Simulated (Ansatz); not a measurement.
# Gap against strain: armchair germanene nanoribbon (N = 10, H edges)

How it was computed: Ansatz 0.2.0, plane waves with PAW datasets, PBE, Fermi-Dirac smearing of 0.05 eV, no spin-orbit coupling. The period is scaled from its relaxed value of 7.005 Å and the atoms relax, within the symmetry of the start, at each strain ε (in %); gaps, in eV, are read on a band path.

```tsv
period (Å)	energy (eV a cell)	place of the conduction minimum (Γ = 0, Z = 1)	ε	gap
6.725	+0.266	0.00	−4	0.4817
6.865	+0.063	0.00	−2	0.4232
7.005	0.000	0.00	0	0.3731
7.145	+0.068	0.00	2	0.3207
7.285	+0.262	0.00	4	0.272
```

One run is withheld: period (Å) = 7.425, with ε = 6. Fit a straight line gap = a + b × ε to the 5 rows shown and predict it.

**Fit.** The means are 0 for ε and 0.3742 for gap. The sum of products of deviations is −1.044 and the sum of squares in ε is 40, so b = −1.044 / 40 = −0.02609 and a = 0.3742 − (−0.02609) × 0 = 0.3742. The residuals' standard deviation, with 3 degrees of freedom, is σ = 0.003.

**Prediction.** gap = 0.3742 + (−0.02609) × 6 = 0.2176. The run gave 0.2241, so the prediction less the run is −0.0065. The standard error of a prediction there, σ√(1 + 1/5 + (6 − 0)²/40), is 0.0044, and the miss is 1.5 times that, for a point outside the fitted range. With so few rows σ is itself uncertain.

The gap narrows at every step from compression to tension.

Caveats: Kohn-Sham gaps of a wire among periodic images, which in a check on one flat ribbon (7 Å apart) lowered the gap by 0.2 eV and flattened the slope; the slope b × 100 is a mean deformation potential of the gap, in eV per unit strain. Between neighbouring runs it lies between −2.9 and −2.4 eV. The unstrained row comes from a denser mesh than the others, which shifts its energy a little. Series of this kind are told only where this holds: a gap at every strain (compound wires with polar facets were set aside first). 88 of 101 did.

[Logs are printed without paths, hosts, clocks, repeated set-up lines and the standing remarks that a program may print on its own settings, such as how far it seeks lower states.]
